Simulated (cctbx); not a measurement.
## Diagnosing a refinement

Cell a = 6.7690 Å, b = 4.2860 Å, c = 7.8640 Å, α = 90.00°, β = 90.00°, γ = 90.00°; space group Pnma (no. 62).

The data are simulated with cctbx, not measured: Mo Kα, λ = 0.71073 Å, to d = 0.77 Å, 50 % of the full sphere, strongest reflection 5000 counts, noise from counting, a 2 % proportional error and a noise floor of 4 counts (s.d.); no absorption.

An anisotropic refinement with weights 1/σ² prints:

```text
Rint 0.040, 291 unique reflections to 0.77 A
cycle     R1     wR2    GooF  max shift (A)
   1  0.1355  0.2673   6.665   0.00373
   2  0.1365  0.2633   6.566   0.00000
final R1 0.1365 wR2 0.2633 GooF 6.566  parameters 12  data/parameter 24.2
atom        x        y        z      Ueq    occ   su(xyz)  su(Uiso or U11)
Pb1    0.73050  0.75000  0.12127   0.0049  1.000  0.00053  0.0019
Ir1    0.34876  0.75000  0.07022   0.0061  1.000  0.00055  0.0020
difference map: max 72.91 min -6.23 rms 3.63
Q1    0.0225  0.2500  0.1800    4   74.68  2.90 A from Pb1
Q2    0.1819  0.2500  0.5879    4    9.42  0.25 A from Ir1
Q3    0.2192  0.7500  0.4002    4    6.77  0.19 A from Pb1
Q4    0.1524  0.2500  0.2678    4    6.04  2.37 A from Pb1
Q5    0.1128  0.7500  0.7474    4    5.79  2.57 A from Ir1
Q6    0.1723  0.2500  0.3764    4    5.09  1.53 A from Ir1
```

**Question.** Can this result stand? If not, what is the likely fault?

Mend it. The fault: an atom left out, Ti at (0.4790, 3/4, 0.6804). Against the right model at the same level, R1 goes from 0.0185 to 0.1365 and GooF from 0.97 to 6.57 and the top difference peak, 74.7 e/Å³, lies 2.90 Å from Pb1. Q1 is the missing atom. With scattering power missing, scale and phases suffer, so peaks may also grow on the heavy atoms.

The compound is TiIrPb. The right model at the same level gives:

```text
Rint 0.040, 291 unique reflections to 0.77 A
cycle     R1     wR2    GooF  max shift (A)
   1  0.0191  0.0415   1.046   0.00058
   2  0.0185  0.0385   0.970   0.00000
final R1 0.0185 wR2 0.0385 GooF 0.970  parameters 18  data/parameter 16.2
atom        x        y        z      Ueq    occ   su(xyz)  su(Uiso or U11)
Pb1    0.73030  0.75000  0.12104   0.0058  1.000  0.00008  0.0003
Ir1    0.34850  0.75000  0.07063   0.0062  1.000  0.00008  0.0003
Ti1    0.47815  0.75000  0.68027   0.0093  1.000  0.00041  0.0013
difference map: max 2.35 min -2.57 rms 0.67
Q1    0.1972  0.0678  0.8556    8    2.42  0.94 A from Pb1
Q2    0.0366  0.7500  0.4449    4    2.42  1.28 A from Ir1
Q3    0.0516  0.0970  0.9671    8    2.25  1.76 A from Pb1
Q4    0.1305  0.0612  0.0266    8    2.12  1.63 A from Ti1
Q5    0.1318  0.2500  0.1693    4    2.07  0.75 A from Ti1
Q6    0.2187  0.7500  0.6803    4    2.06  1.76 A from Ti1
```

The model is made up (kin elements in a known structure type, no relaxation), so it says nothing on whether the phase exists.

[Middle refinement cycles are left out of these outputs.]

[Logs are printed without paths, hosts, clocks, repeated set-up lines and the standing remarks that a program may print on its own settings, such as how far it seeks lower states.]
